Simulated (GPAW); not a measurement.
Computed results, one entry a study.

```
! title: Quasiparticle gap of KNaCl2 (R-3m) in GPAW
! method: DFT, LDA, plane waves, PAW (and 1 further level or step)
! program: GPAW 26.7.0
! settings of one run: cutoff 450 eV, GPAW PAW setups 1.2.1 data release, 4×4×4 k-mesh, nbands 180
! cost: 4 runs, 7.4 min in all on 4 MPI ranks of Arm Neoverse N1, shared host (the runs of this entry)
! notes: The cell and positions are those that the Materials Project relaxed with its own functionals (PBE, PBE+U or r2SCAN), kept fixed. Bands and cutoff are finite, so the gap is not at the basis limit. The miss can reach some tenths of an eV and take either sign; the mesh is an error of its own.
! LDA gap: 4.70 eV, direct
! G0W0 gap on the mesh: 7.44 eV
! GW settings: 4×4×4 mesh, 79 bands, screening to 48 eV, Godby-Needs plasmon pole
! known limits: not at the basis limit
CELL_PARAMETERS angstrom
2.08632 1.20454 6.94949
-2.08632 1.20454 6.94949
0.00000 -2.40908 6.94949
ATOMIC_POSITIONS crystal
K 0.50000 0.50000 0.50000
Na 0.00000 0.00000 0.00000
Cl 0.74047 0.74047 0.74047
Cl 0.25953 0.25953 0.25953
```

[Paths, hosts, dates, memory and timing lines, banners, echoed tables and standing remarks are left out of the program output.]

[Logs are printed without paths, hosts, clocks, repeated set-up lines and the standing remarks that a program may print on its own settings, such as how far it seeks lower states.]

[Runs of the session that timed out or met a known fault of the program may be left out.]

[Hosts, paths, dates, database ids (printed as entryN), source tags and the programs' standing remarks are cut or masked in the printed files.]
